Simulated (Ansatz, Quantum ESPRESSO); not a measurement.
# 1T-PtSe2, 2 layers, AA stacking against a metal electrode: the electrode's level over the Fermi level at a withheld member of a series

**Set-up.** Quantum ESPRESSO 7.5, PBE, GBRV ultrasoft. The slab is relaxed neutral under PBE-D3(BJ), then held. ESM with bc3: vacuum below and a metal electrode about 6 Å above the top atoms. Fermi-Dirac smearing of 0.004 Ry and a dense mesh. Charges are set per cell from the starting area. The series steps the charge of the slab (positive: electrons removed).

```
charge of the slab  electrode's level over the Fermi level (eV)
     1 ×10¹³ e/cm²                                        5.638
     2 ×10¹³ e/cm²                                        6.581
     3 ×10¹³ e/cm²                                        7.525
   4.5 ×10¹³ e/cm²                                        8.942
     7 ×10¹³ e/cm²                                       11.315
     8 ×10¹³ e/cm²                                       12.269
```

**Question.** What is the electrode's level over the Fermi level at 6 ×10¹³ e/cm²?

By hand: The rows at 4.5 ×10¹³ e/cm² and 7 ×10¹³ e/cm² give a slope of (11.315 − (8.942))/(7 − (4.5)) = 0.9492, so a straight line gives 10.366 eV. A parabola through these and the row at 3 ×10¹³ e/cm² gives 10.364 eV.

What the calculation gave: 10.364 eV. The line misses by +0.002 and the parabola by 0.000 eV. Both misses are under 5 % of the step from the nearer row.

Caveats: Vacuum fills the gap; ions don't answer the charge; added electrons can spill towards the electrode at the most negative charges. Members without a usable value, or on the other side of zero field or charge, are not listed.

[Logs are printed without paths, hosts, clocks, repeated set-up lines and the standing remarks that a program may print on its own settings, such as how far it seeks lower states.]
